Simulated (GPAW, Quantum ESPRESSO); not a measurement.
# Core-hole calculation of the Cl K edge in NaCl (Fm-3m), part 2 of 4

Aim: the Cl K edge of NaCl (Fm-3m) by two routes, a Lanczos recursion (XSpectra) and a sum over empty bands (GPAW), to see which features are robust.

Quantum ESPRESSO 7.5 and GPAW 26.7.0; core-hole supercells, plane-wave PAW PBE.

So far. Step 2 (The field without a hole (Quantum ESPRESSO)): The mesh shows a gap of 5.15 eV, so the hole is first treated in a charged cell, without the excited electron. Step 3 (Spectrum without a core hole, Cl atom 1 (Quantum …): Main maxima below 24 eV (height): 4.9 eV (2.44), 8.9 eV (0.96), 13.2 eV (1.58), 13.9 eV (1.54), 14.9 eV (1.68) and 18.1 eV (0.99). A K edge sees empty p states on the absorber.

The database entry behind the starting cell differs from later determinations by our own check (an axis about 0.4 % short against later determinations), so it need not match the best structure at ambient conditions.

## Step 6: The atom with a core hole (Quantum ESPRESSO)

Level of this step: all-electron atom with a core hole and its PAW potential, PBE, scalar-relativistic (Quantum ESPRESSO).

The final state has one core electron fewer, so a PAW data set is made for an atom with that hole.

The input, Cl.pbe-nl-kjpaw-1sch.ld1.in:

```
&input
   title='Cl', zed=17., rel=1, iswitch=3, dft='PBE',
   config='1s1 2s2 2p6 3s2 3p6 3d-1'
/
&inputp
   file_pseudopw='Cl.pbe-nl-kjpaw-1sch.UPF', author='',
   lpaw=.true.,
   pseudotype=3,
   lloc=2,
   which_augfun='PSQ',
   rmatch_augfun_nc=.true.,
   nlcc=.true.,
   new_core_ps=.true.,
   rcore=1.3,
   tm=.true.,
   zval=8,
   lgipaw_reconstruction=.true., use_paw_as_gipaw=.true.
/
5
3S  1  0  2.00  0.00  1.20  1.30  0.0
3S  1  0  0.00  6.20  1.20  1.30  0.0
3P  2  1  6.00  0.00  1.30  1.60  0.0
3P  2  1  0.00  3.20  1.30  1.60  0.0
3D  3  2  0.00  1.50  1.10  1.10  0.0
```

The run is started by

```bash
ld1.x < Cl.pbe-nl-kjpaw-1sch.ld1.in > Cl.pbe-nl-kjpaw-1sch.ld1.out
```

The log of the run:

```text
     [... banner and references ...]
PAW data will be used for GIPAW calculation
     --------------------------- All-electron run ----------------------------

     Cl
     scalar relativistic calculation

     atomic number is 17.00
     dft =PBE   lsd =0 sic =0 latt =0  beta=0.20 tr2=1.0E-14
     Exchange-correlation= PBE
                           (   1   4   3   4   0   0   0)
     mesh =1157 r(mesh) = 101.16842 a.u. xmin = -7.00 dx = 0.01250
     1 Ry =  13.60569312 eV, c = 137.03599908

     n l     nl                  e(Ry)          e(Ha)          e(eV)
     1 0     1S 1( 1.00)      -215.1942      -107.5971     -2927.8666
     2 0     2S 1( 2.00)       -21.0143       -10.5071      -285.9135
     2 1     2P 1( 6.00)       -16.9251        -8.4626      -230.2781
[...]
final scf error:  9.1E-15 reached in  31 iterations

     Etot =    -714.847720 Ry,    -357.423860 Ha,   -9725.998713 eV

     Ekin =     717.239954 Ry,     358.619977 Ha,    9758.546711 eV
     Encl =   -1746.843497 Ry,    -873.421748 Ha,  -23767.016554 eV
     Eh   =     362.042744 Ry,     181.021372 Ha,    4925.842475 eV
     Exc  =     -47.286922 Ry,     -23.643461 Ha,    -643.371346 eV

     normalization and overlap integrals

     s(1S/1S) =  1.000000  <r> =   0.0894  <r2> =    0.0107  r(max) =   0.0588
     s(1S/2S) = -0.001307
     s(1S/3S) = -0.000421
     s(2S/2S) =  1.000000  <r> =   0.4239  <r2> =    0.2132  r(max) =   0.3471
     s(2S/3S) = -0.000230
     s(2P/2P) =  1.000000  <r> =   0.3781  <r2> =    0.1774  r(max) =   0.2842
     s(2P/3P) = -0.000171
     s(3S/3S) =  1.000000  <r> =   1.4352  <r2> =    2.3991  r(max) =   1.1964
     s(3P/3P) =  1.000000  <r> =   1.6606  <r2> =    3.3290  r(max) =   1.2895

[...]
final scf error:  9.1E-15 reached in  31 iterations

     Etot =    -714.847720 Ry,    -357.423860 Ha,   -9725.998713 eV

     Ekin =     717.239954 Ry,     358.619977 Ha,    9758.546711 eV
     Encl =   -1746.843497 Ry,    -873.421748 Ha,  -23767.016554 eV
     Eh   =     362.042744 Ry,     181.021372 Ha,    4925.842475 eV
     Exc  =     -47.286922 Ry,     -23.643461 Ha,    -643.371346 eV

     normalization and overlap integrals

     s(1S/1S) =  1.000000  <r> =   0.0894  <r2> =    0.0107  r(max) =   0.0588
     s(1S/2S) = -0.001307
     s(1S/3S) = -0.000421
     s(2S/2S) =  1.000000  <r> =   0.4239  <r2> =    0.2132  r(max) =   0.3471
     s(2S/3S) = -0.000230
     s(2P/2P) =  1.000000  <r> =   0.3781  <r2> =    0.1774  r(max) =   0.2842
     s(2P/3P) = -0.000171
     s(3S/3S) =  1.000000  <r> =   1.4352  <r2> =    2.3991  r(max) =   1.1964
     s(3P/3P) =  1.000000  <r> =   1.6606  <r2> =    3.3290  r(max) =   1.2895

     ------------------------ End of All-electron run ------------------------

     ---------------------- Testing the pseudopotential ----------------------

     Cl
     scalar relativistic calculation

     atomic number is 17.00   valence charge is  8.00
     dft = SLA  PW   PBX  PBC   lsd =0 sic =0 latt =0  beta=0.20 tr2=1.0E-14
     mesh =1157 r(mesh) = 101.16842 xmin = -7.00 dx = 0.01250

     n l     nl             e AE (Ry)        e PS (Ry)    De AE-PS (Ry)
     1 0     3S   1( 2.00)       -1.70581       -1.70583        0.00002
     2 1     3P   1( 6.00)       -0.76300       -0.76301        0.00001

     eps = 1.2E-16  iter =  4

     Etot =    -714.847720 Ry,    -357.423860 Ha,   -9725.998713 eV
     Etotps =   -80.606261 Ry,     -40.303131 Ha,   -1096.704054 eV

     Ekin =      52.192744 Ry,      26.096372 Ha,     710.118458 eV
     Encl =    -121.813522 Ry,     -60.906761 Ha,   -1657.357401 eV
     Ehrt =      36.301432 Ry,      18.150716 Ha,     493.906148 eV
     Ecxc =     -47.286915 Ry,     -23.643458 Ha,    -643.371259 eV
     (Ecc =      -0.404578 Ry,      -0.202289 Ha,      -5.504558 eV)

     ---------------------- End of pseudopotential test ----------------------
```

Elapsed: 1.7 s, on 1 MPI rank of AMD EPYC (Zen 3), shared host; peak memory 0.13 GiB.

Removing the core electron and adding it to the valence shell costs the free atom 2830.3 eV.

## Step 7: Supercell with FCH, Cl atom 1 (Quantum ESPRESSO)

The holes are 6.9 Å apart. The excited electron is left out and a uniform background balances the charge.

The input, scf.in:

```
&control
   calculation='scf', prefix='x', pseudo_dir='../pp', outdir='tmp', tprnfor=.true.
/
&system
   ibrav=0, nat=12, ntyp=3, nbnd=52
   ecutwfc=62, ecutrho=360
   occupations='fixed'
   tot_charge=1
/
&electrons
   conv_thr=1.2e-07, electron_maxstep=120
   mixing_beta=0.5
/
ATOMIC_SPECIES
Cl0 1.0 Cl.pbe-nl-kjpaw-1sch.UPF
Cl 1.0 Cl.pbe-nl-kjpaw.UPF
Na 1.0 Na.pbe-spnl-kjpaw.UPF
CELL_PARAMETERS angstrom
  2.81000000 5.62000000 2.81000000
  2.81000000 -5.62000000 2.81000000
  2.81000000 -2.81000000 -5.62000000
ATOMIC_POSITIONS crystal
Cl0  0.75000000 0.25000000 0.00000000
Cl   0.41666667 0.25000000 0.33333333
Cl   0.25000000 0.75000000 0.00000000
Cl   0.08333333 0.25000000 0.66666667
Cl   0.91666667 0.75000000 0.33333333
Cl   0.58333333 0.75000000 0.66666667
Na   0.00000000 0.00000000 0.00000000
Na   0.66666667 0.00000000 0.33333333
Na   0.50000000 0.50000000 0.00000000
Na   0.33333333 0.00000000 0.66666667
Na   0.16666667 0.50000000 0.33333333
Na   0.83333333 0.50000000 0.66666667
K_POINTS automatic
3 3 3 0 0 0
```

The run is started by

```bash
OMP_NUM_THREADS=1 mpirun --oversubscribe --bind-to none -np 8 pw.x -nk 4 -in scf.in > scf.out
```

The log of the run:

```text
     [... banner and references ...]
[banner, memory and clock lines left out]
using ibrav=0 with symmetry is DISCOURAGED, use correct ibrav instead

     bravais-lattice index     =            0
     lattice parameter (alat)  =      13.0071  a.u.
     unit-cell volume          =    1796.7879 (a.u.)^3
     number of atoms/cell      =           12
     number of atomic types    =            3
     number of electrons       =        96.00
     number of Kohn-Sham states=           52
     kinetic-energy cutoff     =      62.0000  Ry
     charge density cutoff     =     360.0000  Ry
     scf convergence threshold =      1.2E-07
     mixing beta               =       0.5000
     number of iterations used =            8  plain     mixing
     Exchange-correlation= SLA  PW   PBX  PBC
                           (   1   4   3   4   0   0   0)

     celldm(1)=  13.007110  celldm(2)=   0.000000  celldm(3)=   0.000000
     celldm(4)=   0.000000  celldm(5)=   0.000000  celldm(6)=   0.000000

     crystal axes: (cart. coord. in units of alat)
               a(1) = (   0.408248   0.816497   0.408248 )
               a(2) = (   0.408248  -0.816497   0.408248 )
               a(3) = (   0.408248  -0.408248  -0.816497 )

     reciprocal axes: (cart. coord. in units 2 pi/alat)
               b(1) = (  1.020621  0.612372  0.204124 )
               b(2) = (  0.612372 -0.612372  0.612372 )
               b(3) = (  0.816497 -0.000000 -0.816497 )

     PseudoPot. #1 for Cl:     Pseudo is Projector augmented-wave + core cor, Zval =  8.0

     PseudoPot. #2 for Cl:     Pseudo is Projector augmented-wave + core cor, Zval =  7.0

[...]
estimated scf accuracy    <       0.00000081 Ry

     iteration #  7     ecut=    62.00 Ry     beta= 0.50
     Davidson diagonalization with overlap
     ethr =  8.41E-10,  avg # of iterations =  4.3

     End of self-consistent calculation

          k = 0.0000 0.0000 0.0000 ( 14793 PWs)   bands (ev):

   -47.6859 -47.6854 -47.6853 -47.6852 -47.6761 -47.6759 -19.6855 -19.6492
   -19.6443 -19.6411 -19.6384 -19.6371 -19.5963 -19.5876 -19.5866 -19.5860
   -19.5802 -19.5784 -19.5777 -19.5757 -19.5728 -19.5694 -19.5680 -19.5675
   -17.7803 -11.1963 -10.9712 -10.8607 -10.7168 -10.7148  -5.0447  -5.0397
    -5.0356  -0.2936  -0.1065   0.0087   0.2331   0.3588   0.4196   0.4695
     0.5971   0.7888   0.8948   0.9955   1.0438   1.3478   1.4763   1.4874
     5.9963   8.4023   9.2745   9.4423

     [... bands of 9 further k-points ...]

     highest occupied, lowest unoccupied level (ev):     1.4874    5.9963

!    total energy              =   -1134.39961177 Ry
     total all-electron energy =     -7280.694448 Ry
     estimated scf accuracy    <       0.00000007 Ry

     The total energy is the sum of the following terms:
     one-electron contribution =    -488.70417180 Ry
     hartree contribution      =     284.69048963 Ry
     xc contribution           =    -130.71470313 Ry
     ewald contribution        =    -422.43248430 Ry
     one-center paw contrib.   =    -377.23874217 Ry

     convergence has been achieved in   7 iterations

     Forces acting on atoms (cartesian axes, Ry/au):

     atom    1 type  1   force =     0.00000000    0.00000000    0.00000000
     atom    2 type  2   force =     0.00014809   -0.00000000   -0.00014809
     atom    3 type  2   force =    -0.00000000    0.00000000    0.00000000
[...]
atom   11 type  3   force =     0.02717889   -0.00253524    0.00253781
     atom   12 type  3   force =     0.00253781   -0.00253524    0.02717889

     Total force =     0.067665     Total SCF correction =     0.001361

     XML data file, charge density, pseudopotentials, collected wavefunctions
```

Wall time 58 s (8 MPI ranks); peak memory 0.17 GiB.

Energy with the hole: -99058.894 eV, cores included.

## Step 8: Spectrum with FCH, Cl atom 1 (Quantum ESPRESSO)

The Lanczos recursion gives the spectrum without computing empty bands; each polarisation needs a run of its own on the full k mesh. xe0 is set between filled and empty states, and states below it are cut. The file of filecore holds the core orbital, taken from the hole-free data set.

The input, xspectra.in:

```
&input_xspectra
   calculation='xanes_dipole', edge='K'
   prefix='x', outdir='tmp', xiabs=1, xe0=3.7418
   xonly_plot=.false., x_save_file='xanes.sav'
   xniter=3000, xcheck_conv=20, xerror=0.005
   xcoordcrys=.false., xepsilon(1)=1, xepsilon(2)=0, xepsilon(3)=0
/
&plot
   xnepoint=413, xemin=-10, xemax=45, terminator=.true., cut_occ_states=.true.
   xgamma=0.4
/
&pseudos
   filecore='../Cl.wfc'
/
&cut_occ
   cut_desmooth=0.1, cut_stepl=0.05, cut_stepu=0.05, cut_ierror=1e-5
/
4 4 4 0 0 0
```

xspectra_1.in, as its differences from xspectra.in of step 8:

```diff
@@ -5,3 +5,3 @@
    xniter=3000, xcheck_conv=20, xerror=0.005
-   xcoordcrys=.false., xepsilon(1)=1, xepsilon(2)=0, xepsilon(3)=0
+   xcoordcrys=.false., xepsilon(1)=0, xepsilon(2)=1, xepsilon(3)=0
 /
```

The run is started by

```bash
OMP_NUM_THREADS=1 mpirun --oversubscribe --bind-to none -np 8 xspectra.x -nk 8 -in xspectra.in > xspectra.out
```

The log of the run:

```text
     [... banner and references ...]
Reading input_file

     calculation: xanes_dipole

     xepsilon  [cartesian coordinates]:   1.000000   0.000000   0.000000

     xonly_plot: FALSE
        => complete calculation: Lanczos + spectrum plot

     filecore (core-wavefunction file): ../Cl.wfc

     main plot parameters:
        cut_occ_states: TRUE
        gamma_mode:  constant
        -> using xgamma [eV]:  0.40
        xemin [eV]: -10.00
        xemax [eV]:  45.00
        xnepoint:  413
        xe0 [eV]:   3.741800 (energy zero read in input file)

     WARNING: variable ef_r is obsolete

                      Reading SCF save directory: x.save

     tmp/x.save/

     Exchange-correlation= PBE
                           (   1   4   3   4   0   0   0)

     G-vector sticks info

                           Getting the Fermi energy

     From SCF save directory:
        ehomo [eV]:    1.4874 (highest occupied level)
        elumo [eV]:    5.9963 (lowest occupied level)
        ef    [eV]:    1.4874

     -> ef (in eV) will be written in x_save_file

                           Energy zero of the spectrum

     -> ef will NOT be used as energy zero of the spectrum
       (because xe0 read in input file)

     G-vector sticks info

     bravais-lattice index     =            0
     lattice parameter (alat)  =      13.0071  a.u.
     unit-cell volume          =    1796.7879 (a.u.)^3
     number of atoms/cell      =           12
     number of atomic types    =            3
     number of electrons       =        96.00
     number of Kohn-Sham states=           52
     kinetic-energy cutoff     =      62.0000  Ry
     charge density cutoff     =     360.0000  Ry
     Exchange-correlation= PBE
                           (   1   4   3   4   0   0   0)

     celldm(1)=  13.007110  celldm(2)=   0.000000  celldm(3)=   0.000000
     celldm(4)=   0.000000  celldm(5)=   0.000000  celldm(6)=   0.000000

     crystal axes: (cart. coord. in units of alat)
               a(1) = (   0.408248   0.816497   0.408248 )
               a(2) = (   0.408248  -0.816497   0.408248 )
               a(3) = (   0.408248  -0.408248  -0.816497 )

     reciprocal axes: (cart. coord. in units 2 pi/alat)
               b(1) = (  1.020621  0.612372  0.204124 )
               b(2) = (  0.612372 -0.612372  0.612372 )
               b(3) = (  0.816497 -0.000000 -0.816497 )

     PseudoPot. #1 for Cl:     Pseudo is Projector augmented-wave + core cor, Zval =  8.0

     PseudoPot. #2 for Cl:     Pseudo is Projector augmented-wave + core cor, Zval =  7.0

     PseudoPot. #3 for Na:     Pseudo is Projector augmented-wave + core cor, Zval =  9.0

     atomic species   valence    mass     pseudopotential
     Cl0               8.00     1.00000     Cl( 1.00)
     Cl                7.00     1.00000     Cl( 1.00)
     Na                9.00     1.00000     Na( 1.00)

      4 Sym. Ops., with inversion, found

   Cartesian axes

     site n.     atom                  positions (alat units)
         1        Cl0    tau(   1) = (   0.4082483   0.4082483   0.4082483  )
         2        Cl     tau(   2) = (   0.4082483   0.0000000   0.0000000  )
         3        Cl     tau(   3) = (   0.4082483  -0.4082483   0.4082483  )
         4        Cl     tau(   4) = (   0.4082483  -0.4082483  -0.4082483  )
         5        Cl     tau(   5) = (   0.8164966   0.0000000   0.4082483  )
         6        Cl     tau(   6) = (   0.8164966  -0.4082483  -0.0000000  )
         7        Na     tau(   7) = (   0.0000000   0.0000000   0.0000000  )
         8        Na     tau(   8) = (   0.4082483   0.4082483   0.0000000  )
         9        Na     tau(   9) = (   0.4082483   0.0000000   0.4082483  )
        10        Na     tau(  10) = (   0.4082483  -0.0000000  -0.4082483  )
        11        Na     tau(  11) = (   0.4082483  -0.4082483   0.0000000  )
        12        Na     tau(  12) = (   0.8164966  -0.0000000  -0.0000000  )

     number of k points=    64
                       cart. coord. in units 2pi/alat
[...]
k(    3) = (   0.4082483  -0.0000000  -0.4082483), wk =   0.0312500
        k(    4) = (   0.6123724  -0.0000000  -0.6123724), wk =   0.0312500
        k(    5) = (   0.1530931  -0.1530931   0.1530931), wk =   0.0312500
[...]
k(   62) = (   1.4288690  -0.0000000   0.4082483), wk =   0.0312500
        k(   63) = (   1.6329932  -0.0000000   0.2041241), wk =   0.0312500
        k(   64) = (   1.8371173  -0.0000000  -0.0000000), wk =   0.0312500

     Dense  grid:   207283 G-vectors     FFT dimensions: (  80,  80,  80)

     Smooth grid:   118627 G-vectors     FFT dimensions: (  72,  72,  72)

     The potential is recalculated from file :
     tmp/x.save/charge-density

     Starting wfcs are   54 atomic wfcs
     Checking if some PAW data can be deallocated...

               Reading core wavefunction file for the absorbing atom

     ../Cl.wfc successfully read

                              Attributing the PAW radii
                     for the absorbing atom [units: Bohr radius]

        PAW proj 1: r_paw(l= 0)= 1.95  (1.5*r_cut)
        PAW proj 2: r_paw(l= 0)= 1.95  (1.5*r_cut)
        PAW proj 3: r_paw(l= 1)= 2.40  (1.5*r_cut)
        PAW proj 4: r_paw(l= 1)= 2.40  (1.5*r_cut)

        NB: The calculation will not necessary use all these r_paw values.
            - For a edge in the electric-dipole approximation,
              only the r_paw(l=1) values are used.
            - For a K edge in the electric-quadrupole approximation,
              only the r_paw(l=2) values are used.

            - For a L2 or L3 edge in the electric-quadrupole approximation,

              all projectors (s, p and d) are used.

                          Starting XANES calculation
                     in the electric dipole approximation

     Method of calculation based on the Lanczos recursion algorithm
        - STEP 1: Construction of a kpoint-dependent Lanczos basis,
          in which the Hamiltonian is tridiagonal (each 'iter'
          corresponds to the calculation of one more Lanczos vector)
        - STEP 2: Calculation of the cross-section as a continued fraction
          averaged over the k-points.

     ... Begin STEP 1 ...

        Radial transition matrix element(s) used in the calculation of the
        initial vector of the Lanczos basis (|tilde{phi}_abs> normalized)
        | For PAW proj. (l=1) #1: radial matrix element =   0.018887608
        | For PAW proj. (l=1) #2: radial matrix element =   0.026028373

NB: the     8 k-point are not all listed below because npool=  8
        |-------------------------------------------------------------
        ! k-point #     1:  ( 0.0000,  0.0000,  0.0000),  0.0312,   1
        |-------------------------------------------------------------
 okvan= T
        |   Norm of the initial Lanczos vector: 0.17935571E-01
        |   Estimated error at iter     20:   1.00496284
        |   Estimated error at iter     40:   1.31113698
        |   Estimated error at iter     60:   0.71875810
        |   Estimated error at iter     80:   0.59370640
        |   Estimated error at iter    100:   0.43097649
[...]
!   => CONVERGED at iter    900 with error=  0.00385127
        |-------------------------------------------------------------
        ! k-point #     2:  ( 0.2041, -0.0000, -0.2041),  0.0312,   1
        |-------------------------------------------------------------
 okvan= T
        |   Norm of the initial Lanczos vector: 0.17935906E-01
[...]
!   => CONVERGED at iter   1180 with error=  0.00459850
        |-------------------------------------------------------------
     [... 5 further k-points ...]
        ! k-point #     8:  ( 0.7655, -0.1531, -0.4593),  0.0312,   1
        |-------------------------------------------------------------
 okvan= T
        |   Norm of the initial Lanczos vector: 0.17935589E-01
[...]
|   Estimated error at iter   1080:   0.01072556
        |   Estimated error at iter   1100:   0.01275241
        |   Estimated error at iter   1120:   0.01063305
        !   => CONVERGED at iter   1140 with error=  0.00472184

     Results of STEP 1 successfully written in x_save_file
     x_save_file name:
     ->  xanes.sav
     x_save_file version:  2

     ... End STEP 1 ...

     ... Begin STEP 2 ...

     The spectrum is calculated using the following parameters:
        xe0 [eV]:    3.7418
        the occupied states are elimintate from the spectrum
        xemin [eV]: -10.00
        xemax [eV]:  45.00
        xnepoint:  413
        constant broadening parameter [eV]:    0.400
        Core level energy [eV]:  -2822.
         (from electron binding energy of neutral atoms in X-ray data booklet)

     Cross-section successfully written in xanes.dat

     ... End STEP 2 ...

                                END JOB XSpectra
```

Wall time 11 min (8 MPI ranks); peak memory 0.18 GiB.

The Cl K spectrum, Cl atom 1, full core hole (charged cell) (energy from the lowest empty level; intensity scaled to a mean of 1 over the first 20 eV; the points at xe0, where the cut of filled states can leave a spike, are interpolated):

```tsv
E (eV)	intensity
-2.0	0.04
-1.5	0.05
-1.0	0.06
-0.5	0.08
0.0	0.10
0.5	0.16
1.0	0.24
1.5	0.38
2.0	0.72
2.5	1.25
3.0	1.50
3.5	1.74
4.0	2.16
4.5	2.41
5.0	1.53
5.5	0.99
6.0	0.68
6.5	0.56
7.0	0.63
7.5	0.65
8.0	0.67
8.5	0.80
9.0	0.84
9.5	0.80
10.0	0.76
10.5	0.85
11.0	0.93
11.5	1.03
12.0	1.27
12.5	1.44
13.0	1.62
13.5	1.83
14.0	1.57
14.5	1.36
15.0	1.14
15.5	0.96
16.0	0.91
16.5	0.83
17.0	0.75
17.5	0.76
18.0	0.80
18.5	0.77
19.0	0.72
19.5	0.67
20.0	0.69
20.5	0.67
21.0	0.79
21.5	0.97
22.0	0.97
22.5	0.83
23.0	0.92
23.5	1.05
24.0	1.19
24.5	1.12
25.0	0.96
25.5	1.04
26.0	1.00
26.5	1.03
27.0	1.07
27.5	1.18
28.0	1.25
28.5	1.29
29.0	1.14
29.5	1.03
30.0	1.05
30.5	1.14
31.0	1.05
31.5	1.05
32.0	0.95
```

Main maxima below 24 eV (height): 4.4 eV (2.47), 8.8 eV (0.84), 13.5 eV (1.83), 17.9 eV (0.80) and 21.8 eV (1.00). 

The hole costs E(hole) − E(ground) = 2831.47 eV, and the lowest empty level of the hole cell lies at 6.00 eV, which puts the zero at 2837.47 eV. One term is added: -17.92 eV, since the hole is spin-paired here and a spin-polarised one costs that much less in the free atom (computed apart). The photon energy is then 2819.55 eV. The functional and the charged cell's background leave an error of a few eV in such absolute values.

(Continued in part 3 of 4.)

[Banner, clock and machine lines of the logs are left out without a mark of their own.]

[Logs are printed without paths, hosts, clocks, repeated set-up lines and the standing remarks that a program may print on its own settings, such as how far it seeks lower states.]

[Hosts, paths, dates, database ids (printed as entryN), source tags and the programs' standing remarks are cut or masked in the printed files.]

[Lists of maxima count a maximum above −3 eV only where it reaches 4 % of the highest in the window and stands out from its surroundings by 2 % of it (1.5 % where it reaches 55 %); shoulders and weaker maxima are passed over, and of the rest the first, up to two pre-edge ones and the few strongest are named.]
